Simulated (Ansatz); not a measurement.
**H on Pt(100): change of the work function**

Aim: the work function of Pt(100) at several coverages of H (hollow site), and the dipole that each adsorbate carries.

Program: Ansatz 0.2.0. Level of theory: plane-wave DFT, PBE, Ansatz PAW. Values are calculated unless marked as measured.

**1. Starting point**

The cell holds 4 atoms: 4 Pt. Cell: a = 2.772 Å, b = 2.772 Å, c = 23.880 Å, α = 90.0°, β = 90.0°, γ = 90.0°. Vacuum lies along c.

**2. The clean slab**

The bare slab comes first, as the zero from which every change is counted. The two lowest layers are held at bulk places and the upper ones relax. The dipole correction removes the false field that a one-sided slab makes across the periodic vacuum, so each face gets a flat vacuum level of its own.

File input.yaml:

```yaml
crystal:
  lattice:
    - [2.7718585823, 0.0, 0.0]
    - [0.0, 2.7718585823, 0.0]
    - [0.0, 0.0, 23.88]
  atoms:
    - { symbol: Pt, position: [0.5, 0.5, 0.3768844221] }
    - { symbol: Pt, position: [0.0, 0.0, 0.458961474] }
    - { symbol: Pt, position: [0.5, 0.5, 0.541038526] }
    - { symbol: Pt, position: [0.0, 0.0, 0.6231155779] }
kpoints:
  mp_grid: { grid: [12, 12, 1] }
hamiltonian:
  xc: pbe
scf:
  occupations: { method: fermi_dirac, width: 0.1 }
  convergence: { dr2_threshold: 1.0e-08 }
efield:
  axis: 3
  dipole_correction: true
  ramp_position: 0.97
  ramp_width: 0.06
relax:
  f_tol: 0.02
  max_steps: 60
  constraints: [{ sites: [0, 1] }]
output:
  write_potential: true
  write_density: true
  volumetric_format: npy
```

Command:

```
$ ansatz run input.yaml --threads 4 --pin off --max-ram 16384MiB --backend cpu --events-out ev --progress --plain --runs-dir out
```

The log of the run:

```text
Engine: ansatz 0.2.0, aarch64-unknown-linux-gnu
Pseudopotentials: kind: paw
Pseudopotential: Pt, paw, valence charge 18, recommended cutoff 420 eV (normal), Pt.paw.azcp
Functional definition: PBE
  parameter kappa = 0.804
  parameter beta = 0.066725
  exchange = pbe_x(kappa = kappa, mu = beta*pi^2/3)
  correlation = pbe_c(beta = beta)
Crystal: 4 atoms, lattice volume = 183.475 Å³
Basis set: ecut = 420 eV, 3659 PW (Γ), exchange–correlation on 40×40×320 points (8 copies of the dense FFT grid, shifted against one another)
Bands: 44, of which v1, the nominal top of the filled ones, is band 36 counted from 1 (35 counted from 0)
Symmetry: 8 space group operations
k-points: 28 of 144
Non-local potential: Pt, projectors of the file, l = 0: 3, l = 1: 2, l = 2: 2, l = 3: 1
PAW form: soft (Blöchl's): semilocal exchange-correlation on the pseudo side does not see the compensation charge
PAW one-centre angular grid: Pt, 590 points (default); XC on 64 Gauss nodes
Initial density: superposition of atomic densities (neutral atoms: chi_scale 0, normalization atom), corrected by the library's trained network
Initial wavefunctions: pseudopotential atomic-orbital guess
Functional: x = pbe(κ = 0.804, μ = 0.219515), c = pbe(β = 0.066725)
SCF iter   1: F=—  HF=-50090.468609 eV  |F-HF|=—  |Δ(HF+E_count)|=         —  Δρ=8.04e-3  dr2=7.30e-1  ethr=1.77e-3  p=0.000 e·Å  D=1.04e-13 V/Å  ΔV_dip=-0.00 eV  dr2_dipole=4.98e-7  V_vac-E_F(+/−)=5.19/5.19 eV  ⟨swp⟩=8.3  Hψ=5558  notcnv=0  defer=9
efield: sawtooth ramp at fractional position 0.9700 (set: `efield.ramp_position`, or a place that a band, a saddle search or an elastic batch's reference lends), width 0.0600; the density the first Hamiltonian is built on has a dipole p = 0.000 e·Å; the dipole correction subtracts the counter field D = 1.04e-13 V/Å, which shifts the + side's vacuum level by -0.00 eV against the − side's; the planar-averaged density in the ramp window peaks in size at 3.8e-6 e/Å³
preconditioner: auto → LDOS  [metal: Δε(μ)=0.022 eV  Ē_g=7.459 eV  σ=0.100 eV  W_gap=0.05  n_scr=36 (ndim 8)  ℏωp=17.3 eV  f_vac=0.607  D(μ)=6.87/eV (n_scr^D=54)  β→1.0]
SCF iter   2: F=—  HF=-50090.449355 eV  |F-HF|=—  |Δ(HF+E_count)|=   1.93e-2  Δρ=5.49e-3  dr2=9.54e-2  ethr=1.01e-3  p=0.000 e·Å  D=3.52e-5 V/Å  ΔV_dip=-0.00 eV  dr2_dipole=5.42e-7  V_vac-E_F(+/−)=5.66/5.67 eV  ⟨swp⟩=2.4  Hψ=1628  notcnv=0  defer=30
SCF iter   3: F=—  HF=-50090.441055 eV  |F-HF|=—  |Δ(HF+E_count)|=   8.30e-3  Δρ=1.95e-3  dr2=6.90e-2  ethr=1.33e-4  p=0.000 e·Å  D=4.87e-6 V/Å  ΔV_dip=-0.00 eV  dr2_dipole=4.18e-8  V_vac-E_F(+/−)=5.55/5.55 eV  ⟨swp⟩=2.0  Hψ=1911  notcnv=0  defer=30
SCF iter   4: F=—  HF=-50090.437309 eV  |F-HF|=—  |Δ(HF+E_count)|=   3.75e-3  Δρ=6.62e-4  dr2=1.10e-3  ethr=9.59e-5  p=0.000 e·Å  D=7.89e-7 V/Å  ΔV_dip=-0.00 eV  dr2_dipole=9.83e-10  V_vac-E_F(+/−)=5.66/5.66 eV  ⟨swp⟩=1.8  Hψ=1304  notcnv=0  defer=30
SCF iter   5: F=—  HF=-50090.437574 eV  |F-HF|=—  |Δ(HF+E_count)|=   2.65e-4  Δρ=2.48e-4  dr2=1.11e-4  ethr=1.52e-6  p=0.000 e·Å  D=8.19e-7 V/Å  ΔV_dip=-0.00 eV  dr2_dipole=2.05e-10  V_vac-E_F(+/−)=5.65/5.65 eV  ⟨swp⟩=2.8  Hψ=2122  notcnv=0  defer=30
SCF iter   6: F=—  HF=-50090.437595 eV  |F-HF|=—  |Δ(HF+E_count)|=   2.06e-5  Δρ=5.85e-5  dr2=1.53e-5  ethr=1.55e-7  p=-0.000 e·Å  D=-4.67e-8 V/Å  ΔV_dip=0.00 eV  dr2_dipole=3.46e-11  V_vac-E_F(+/−)=5.64/5.64 eV  ⟨swp⟩=2.1  Hψ=1826  notcnv=0  defer=30
SCF iter   7: F=—  HF=-50090.437619 eV  |F-HF|=—  |Δ(HF+E_count)|=   2.43e-5  Δρ=2.04e-5  dr2=1.14e-6  ethr=2.12e-8  p=-0.000 e·Å  D=-2.67e-7 V/Å  ΔV_dip=0.00 eV  dr2_dipole=3.82e-11  V_vac-E_F(+/−)=5.64/5.64 eV  ⟨swp⟩=2.3  Hψ=1864  notcnv=0  defer=30
SCF iter   8: F=—  HF=-50090.437617 eV  |F-HF|=—  |Δ(HF+E_count)|=   1.89e-6  Δρ=8.32e-6  dr2=3.11e-7  ethr=1.58e-9  p=0.000 e·Å  D=8.03e-9 V/Å  ΔV_dip=-0.00 eV  dr2_dipole=2.56e-13  V_vac-E_F(+/−)=5.64/5.64 eV  ⟨swp⟩=3.0  Hψ=2287  notcnv=0  defer=28
SCF iter   9: F=—  HF=-50090.437617 eV  |F-HF|=—  |Δ(HF+E_count)|=   1.58e-8  Δρ=1.89e-6  dr2=2.08e-8  ethr=4.31e-10  p=-0.000 e·Å  D=-4.39e-8 V/Å  ΔV_dip=0.00 eV  dr2_dipole=1.32e-12  V_vac-E_F(+/−)=5.64/5.64 eV  ⟨swp⟩=2.0  Hψ=1753  notcnv=0  defer=28
SCF iter  10: F=-50090.437617 eV  HF=-50090.437617 eV  |F-HF|=2.75e-9  |Δ(HF+E_count)|=   8.80e-9  Δρ=3.52e-7  dr2=3.02e-10  ethr=1.39e-11  p=-0.000 e·Å  D=-1.79e-8 V/Å  ΔV_dip=0.00 eV  dr2_dipole=1.19e-13  V_vac-E_F(+/−)=5.64/5.64 eV  ⟨swp⟩=10.2  Hψ=8697  notcnv=0
SCF 1 converged in 10 iterations: F = -50090.437617 eV  dr2 = 3.02e-10
  greatest PAW one-centre occupation: 1.000 electrons in one spin orbital (limit 2), on the Pt atom at site 2 (counted from 0), in its partial waves of l = 0
relax step   1: F+E_penalty+E_count = -50090.43761743 eV  Δ(F+E_penalty+E_count) = +0.000e0 eV  max|allowed force component| = 2.113e-1 eV/Å  Δτ_max = 0.0000 Å  (10 SCF iters, accepted)
Initial density: handed on by an earlier stage of this run
Initial wavefunctions: those handed on with the density
iter 1 solved again at ethr=1.68e-4 eV; its pass at ethr=3.10e-3 eV (dr2=1.21e-1 eV) is discarded
SCF iter   1: F=—  HF=-50090.448861 eV  |F-HF|=—  |Δ(HF+E_count)|=         —  Δρ=7.20e-3  dr2=1.44e-1  ethr=1.68e-4  p=0.000 e·Å  D=1.16e-7 V/Å  ΔV_dip=-0.00 eV  dr2_dipole=2.86e-2  V_vac-E_F(+/−)=5.68/5.68 eV  ⟨swp⟩=2.0  Hψ=4900  notcnv=0  defer=32
efield: sawtooth ramp at fractional position 0.9700 (set: `efield.ramp_position`, or a place that a band, a saddle search or an elastic batch's reference lends), width 0.0600; the density the first Hamiltonian is built on has a dipole p = 0.000 e·Å; the dipole correction subtracts the counter field D = 1.16e-7 V/Å, which shifts the + side's vacuum level by -0.00 eV against the − side's; the planar-averaged density in the ramp window peaks in size at 7.2e-7 e/Å³
eigensolver tolerance schedule calibrated: the retry pair's looser diagonalisation under-reported the residual by θ = 0.16 (0.12/decade); ethr = c·dr2/N_el runs at the constant in force after the calibration composes with the one it found (an armed cap, an earlier calibration), c = 6.5e-2
preconditioner: auto → LDOS  [metal: Δε(μ)=0.007 eV  Ē_g=7.403 eV  σ=0.100 eV  W_gap=0.02  n_scr=36 (ndim 8)  ℏωp=17.3 eV  f_vac=0.602  D(μ)=7.40/eV (n_scr^D=64)  β→1.0]
SCF iter   2: F=—  HF=-50090.446790 eV  |F-HF|=—  |Δ(HF+E_count)|=   2.07e-3  Δρ=3.16e-3  dr2=5.27e-2  ethr=1.30e-4  p=0.004 e·Å  D=4.28e-3 V/Å  ΔV_dip=-0.10 eV  dr2_dipole=1.12e-2  V_vac-E_F(+/−)=5.57/5.67 eV  ⟨swp⟩=2.0  Hψ=2079  notcnv=0  defer=32
[...]
SCF iter   4: F=—  HF=-50090.445358 eV  |F-HF|=—  |Δ(HF+E_count)|=   1.13e-3  Δρ=1.63e-4  dr2=6.22e-5  ethr=9.24e-6  p=-0.000 e·Å  D=-5.09e-5 V/Å  ΔV_dip=0.00 eV  dr2_dipole=3.74e-6  V_vac-E_F(+/−)=5.65/5.65 eV  ⟨swp⟩=2.0  Hψ=1819  notcnv=0  defer=33
SCF iter   5: F=—  HF=-50090.445347 eV  |F-HF|=—  |Δ(HF+E_count)|=   1.14e-5  Δρ=5.80e-5  dr2=2.88e-5  ethr=8.64e-8  p=-0.000 e·Å  D=-5.54e-5 V/Å  ΔV_dip=0.00 eV  dr2_dipole=1.59e-7  V_vac-E_F(+/−)=5.65/5.65 eV  ⟨swp⟩=3.0  Hψ=2355  notcnv=0  defer=33
SCF iter   6: F=—  HF=-50090.445350 eV  |F-HF|=—  |Δ(HF+E_count)|=   3.11e-6  Δρ=2.93e-5  dr2=1.00e-5  ethr=4.00e-8  p=-0.000 e·Å  D=-9.50e-5 V/Å  ΔV_dip=0.00 eV  dr2_dipole=4.97e-10  V_vac-E_F(+/−)=5.65/5.65 eV  ⟨swp⟩=1.0  Hψ=1199  notcnv=0  defer=33
SCF iter   7: F=—  HF=-50090.445343 eV  |F-HF|=—  |Δ(HF+E_count)|=   6.53e-6  Δρ=1.44e-5  dr2=1.38e-6  ethr=1.39e-8  p=-0.000 e·Å  D=-1.18e-4 V/Å  ΔV_dip=0.00 eV  dr2_dipole=5.10e-9  V_vac-E_F(+/−)=5.65/5.65 eV  ⟨swp⟩=1.1  Hψ=1219  notcnv=0  defer=33
SCF iter   8: F=—  HF=-50090.445344 eV  |F-HF|=—  |Δ(HF+E_count)|=   6.77e-7  Δρ=5.00e-6  dr2=9.92e-8  ethr=1.91e-9  p=-0.000 e·Å  D=-1.35e-4 V/Å  ΔV_dip=0.00 eV  dr2_dipole=3.42e-10  V_vac-E_F(+/−)=5.65/5.65 eV  ⟨swp⟩=2.0  Hψ=1449  notcnv=0  defer=33
SCF iter   9: F=—  HF=-50090.445344 eV  |F-HF|=—  |Δ(HF+E_count)|=   1.17e-7  Δρ=1.59e-6  dr2=1.06e-8  ethr=1.38e-10  p=-0.000 e·Å  D=-1.32e-4 V/Å  ΔV_dip=0.00 eV  dr2_dipole=1.56e-10  V_vac-E_F(+/−)=5.65/5.65 eV  ⟨swp⟩=2.1  Hψ=1693  notcnv=0  defer=33
SCF iter  10: F=-50090.445344 eV  HF=-50090.445344 eV  |F-HF|=4.93e-9  |Δ(HF+E_count)|=   2.56e-8  Δρ=6.75e-7  dr2=2.59e-9  ethr=1.39e-11  p=-0.000 e·Å  D=-1.31e-4 V/Å  ΔV_dip=0.00 eV  dr2_dipole=4.34e-11  V_vac-E_F(+/−)=5.65/5.65 eV  ⟨swp⟩=9.1  Hψ=7976  notcnv=0
SCF 3 converged in 10 iterations: F = -50090.445344 eV  dr2 = 2.59e-9
relax step   3: F+E_penalty+E_count = -50090.44534417 eV  Δ(F+E_penalty+E_count) = -7.708e-3 eV  max|allowed force component| = 2.648e-2 eV/Å  Δτ_max = 0.0673 Å  (10 SCF iters, accepted)
SCF iter   1: F=—  HF=-50090.445437 eV  |F-HF|=—  |Δ(HF+E_count)|=         —  Δρ=3.18e-4  dr2=1.94e-4  ethr=7.05e-6  p=-0.000 e·Å  D=-1.31e-4 V/Å  ΔV_dip=0.00 eV  dr2_dipole=2.64e-5  V_vac-E_F(+/−)=5.66/5.65 eV  ⟨swp⟩=2.1  Hψ=2394  notcnv=0  defer=32
efield: sawtooth ramp at fractional position 0.9700 (set: `efield.ramp_position`, or a place that a band, a saddle search or an elastic batch's reference lends), width 0.0600; the density the first Hamiltonian is built on has a dipole p = -0.000 e·Å; the dipole correction subtracts the counter field D = -1.31e-4 V/Å, which shifts the + side's vacuum level by +0.00 eV against the − side's; the planar-averaged density in the ramp window peaks in size at 4.8e-7 e/Å³
preconditioner: auto → LDOS  [metal: Δε(μ)=0.022 eV  Ē_g=7.459 eV  σ=0.100 eV  W_gap=0.06  n_scr=36 (ndim 8)  ℏωp=17.3 eV  f_vac=0.605  D(μ)=7.26/eV (n_scr^D=64)  β→1.0]
SCF iter   2: F=—  HF=-50090.445425 eV  |F-HF|=—  |Δ(HF+E_count)|=   1.19e-5  Δρ=1.34e-4  dr2=8.54e-5  ethr=2.70e-7  p=0.000 e·Å  D=5.04e-5 V/Å  ΔV_dip=-0.00 eV  dr2_dipole=1.99e-5  V_vac-E_F(+/−)=5.65/5.65 eV  ⟨swp⟩=2.9  Hψ=2553  notcnv=0  defer=32
SCF iter   3: F=—  HF=-50090.445416 eV  |F-HF|=—  |Δ(HF+E_count)|=   9.02e-6  Δρ=4.28e-5  dr2=1.09e-5  ethr=1.19e-7  p=-0.000 e·Å  D=-1.63e-4 V/Å  ΔV_dip=0.00 eV  dr2_dipole=2.88e-7  V_vac-E_F(+/−)=5.66/5.65 eV  ⟨swp⟩=2.0  Hψ=1825  notcnv=0  defer=32
SCF iter   4: F=—  HF=-50090.445411 eV  |F-HF|=—  |Δ(HF+E_count)|=   5.54e-6  Δρ=1.49e-5  dr2=5.94e-7  ethr=1.51e-8  p=-0.000 e·Å  D=-1.36e-4 V/Å  ΔV_dip=0.00 eV  dr2_dipole=3.80e-9  V_vac-E_F(+/−)=5.66/5.65 eV  ⟨swp⟩=2.0  Hψ=1747  notcnv=0  defer=32
SCF iter   5: F=—  HF=-50090.445412 eV  |F-HF|=—  |Δ(HF+E_count)|=   1.84e-6  Δρ=5.87e-6  dr2=3.03e-7  ethr=8.25e-10  p=-0.000 e·Å  D=-1.31e-4 V/Å  ΔV_dip=0.00 eV  dr2_dipole=1.47e-9  V_vac-E_F(+/−)=5.66/5.65 eV  ⟨swp⟩=2.9  Hψ=2117  notcnv=0  defer=32
SCF iter   6: F=—  HF=-50090.445412 eV  |F-HF|=—  |Δ(HF+E_count)|=   4.17e-8  Δρ=3.53e-6  dr2=1.11e-7  ethr=4.20e-10  p=-0.000 e·Å  D=-1.33e-4 V/Å  ΔV_dip=0.00 eV  dr2_dipole=7.73e-10  V_vac-E_F(+/−)=5.66/5.65 eV  ⟨swp⟩=1.1  Hψ=1201  notcnv=0  defer=32
SCF iter   7: F=-50090.445413 eV  HF=-50090.445413 eV  |F-HF|=8.53e-9  |Δ(HF+E_count)|=   3.68e-8  Δρ=1.34e-6  dr2=8.34e-9  ethr=1.39e-11  p=-0.000 e·Å  D=-1.32e-4 V/Å  ΔV_dip=0.00 eV  dr2_dipole=3.90e-12  V_vac-E_F(+/−)=5.66/5.65 eV  ⟨swp⟩=9.0  Hψ=8757  notcnv=0
SCF 4 converged in 7 iterations: F = -50090.445413 eV  dr2 = 8.34e-9
relax step   4: F+E_penalty+E_count = -50090.44541254 eV  Δ(F+E_penalty+E_count) = -6.837e-5 eV  max|allowed force component| = 8.249e-4 eV/Å  Δτ_max = 0.0046 Å  (7 SCF iters, accepted)
NSCF: frozen V_eff on 28 k-points
the band table was solved once a step of the walk had ended and its energy, with any forces and stress, was formed, with the checks that follow a solve (6532 applications of the Hamiltonian). They found nothing against the state; the energy, forces and stress were not computed again (output.eigenvalues in the input reference)
WARN: The output density's exchange-correlation potential varies sharply where the density is thin. Do not read a vacuum level from v_tot or v_xc, or from such a field of the output density. On a cell that repeats whose density bears no net charge and no dipole along the vacuum's axis use v_es (v_loc + v_h of the components); under efield.dipole_correction with no amplitude use v_es + v_field, which holds any externa [...]
SCF converged after 7 iterations
Free energy (F): -50090.445413 eV
Harris-Foulkes:  -50090.445413 eV  (|F-HF|=8.53e-9)
Internal energy: -50090.216692 eV  (E = F + TS)
E sigma→0 (E₀):  -50090.331052 eV
Entropy (-TS):   -0.228721 eV (-57.180 meV/atom)
Fermi energy:    3.855133 eV
Dipole field:    D = -0.000129 V/Å  (p = -0.000131 e·Å, saw-weighted, corrected)
Work function:   Φ+ = 5.6553 eV   Φ− = 5.6522 eV
Levels:          The Fermi level and band energies are counted from a zero that moves with the ramp; work functions are not
--- Per-component energies (eV) ---
  E_band       = -1889.403345
  E_kinetic    = 2546.711662
  E_local      = -116444.306202  (includes V_loc(G=0)·N_el)
  E_nonlocal   = 801.046174
  E_hartree    = 56784.297527
  E_xc         = -1043.845394
  E_vxc        = -1206.741734  (∫ρ·V_xc dr)
  E_paw        = -37816.425362  (= ΣΔE_a)
  E_vpaw       = -1154.697666  (= ΣTr[D̂ρ^β])
  E_aug_tail   = 0.000804  (compensation charges beyond the density's cutoff)
  E_efield     = 0.000000  (sawtooth field / dipole correction)
  E_vefield    = 0.000241  (∫n·V_field dr)
  E_ewald      = 45082.304099
  E_smearing   = -0.228721  (= −TS)
  E_closure    = -0.000000  (closes the sum)
  Σ components = -50090.445413   (vs F -50090.445413, Δ=0.00e0)
--- Forces (eV/Å), atoms counted from 1 ---
  atom   1  Pt    -0.00000000     0.00000000    -0.09145915
  atom   2  Pt     0.00000000     0.00000000     0.09063185
  atom   3  Pt     0.00000000     0.00000000     0.00002566
  atom   4  Pt     0.00000000     0.00000000     0.00082491
  max |Σ_I F_I| component: 2.33e-5 eV/Å
--- Band table (eV; the first three rows and the last of 28) ---
  k-point 0: bands = [... 32 lower, 3.1245, 3.2159, 3.2159, 3.8341, 4.0018, 4.1157, 4.1157, 4.1269, ... 4 higher]
  k-point 1: bands = [... 32 lower, 2.7441, 2.7810, 3.4747, 3.5937, 3.6566, 3.8896, 4.1778, 4.7078, ... 4 higher]
  k-point 2: bands = [... 32 lower, 2.4631, 2.4811, 3.4027, 3.4128, 3.4257, 3.8354, 4.1687, 5.6199, ... 4 higher]
  k-point 27: bands = [... 32 lower, 4.3781, 4.3925, 4.9579, 4.9788, 7.2040, 7.2040, 9.9928, 9.9928, ... 4 higher]
--- Relaxed structure (4 steps of the walk, 4 accepted, 0 SCFs on fresh bases) ---
  F+E_penalty+E_count = -50090.44541254 eV   max|allowed force component| = 8.249e-4 eV/Å
  atoms:
    - { symbol: Pt, position: [0.5, 0.5, 0.3768844221] }
    - { symbol: Pt, position: [0.0, 0.0, 0.458961474] }
    - { symbol: Pt, position: [0.5, 0.5, 0.542925] }
    - { symbol: Pt, position: [0, 0.0, 0.625565] }
```

The job ended after 25 s (4 threads of Arm Neoverse V1, shared host; peak memory 0.54 GiB; 92 s of CPU time).

Step by step:

```tsv
step	energy less that of the first step (eV)	largest force component (eV/Å)
1	0.0000	0.2113
2	0.0000	0.1645
3	-0.0077	0.0265
4	-0.0078	0.0008
```

The run keeps the 8 symmetry operations that the program found, so distortions that break them were not tested.

The atoms that moved most (Å):

```tsv
atom	dx	dy	dz	length
Pt4	0.000	0.000	0.058	0.058
Pt3	0.000	0.000	0.045	0.045
```

Numbers from this step:

```
energy at zero smearing   : -50090.3311 eV
work function, upper face : 5.655 eV
dipole along the normal   : -1.31e-4 e·Å
```

Running mean over 1.96 Å of the planar mean; the ramp of the sawtooth is left out. Electron's electrostatic potential energy less the Fermi level against z:

```tsv
z (Å)	electron's electrostatic potential energy less the Fermi level (eV)
3.0	5.65
3.5	5.65
4.0	5.65
4.5	5.65
5.0	5.65
5.5	5.64
6.0	5.61
6.5	5.48
7.0	4.96
7.5	2.59
8.0	-3.03
8.5	-8.79
9.0	-11.3
9.5	-11.8
10.0	-12.0
10.5	-12.1
11.0	-12.1
11.5	-11.9
12.0	-11.7
12.5	-11.9
13.0	-12.1
13.5	-12.0
14.0	-11.8
14.5	-11.7
15.0	-11.1
15.5	-8.20
16.0	-2.23
16.5	3.06
17.0	5.07
17.5	5.51
18.0	5.62
18.5	5.65
19.0	5.65
19.5	5.65
20.0	5.66
20.5	5.66
```

The relaxation took 4 steps and lowered the energy by 0.0078 eV; the largest force on the free atoms ends at 8.2e-4 eV/Å.

The work function of the upper face is 5.66 eV.

(Part 1 of 4 ends here.)

[Long decimals in the printed logs are rounded to 6 places.]

[Logs are printed without paths, hosts, clocks, repeated set-up lines and the standing remarks that a program may print on its own settings, such as how far it seeks lower states.]

[Hosts, paths, dates, database ids (printed as entryN), source tags and the programs' standing remarks are cut or masked in the printed files.]

[Maps of the electrostatic potential energy from Ansatz leave out the sawtooth potential of an applied field or a dipole correction, so their vacuum need not be flat; planar profiles and work functions include it.]
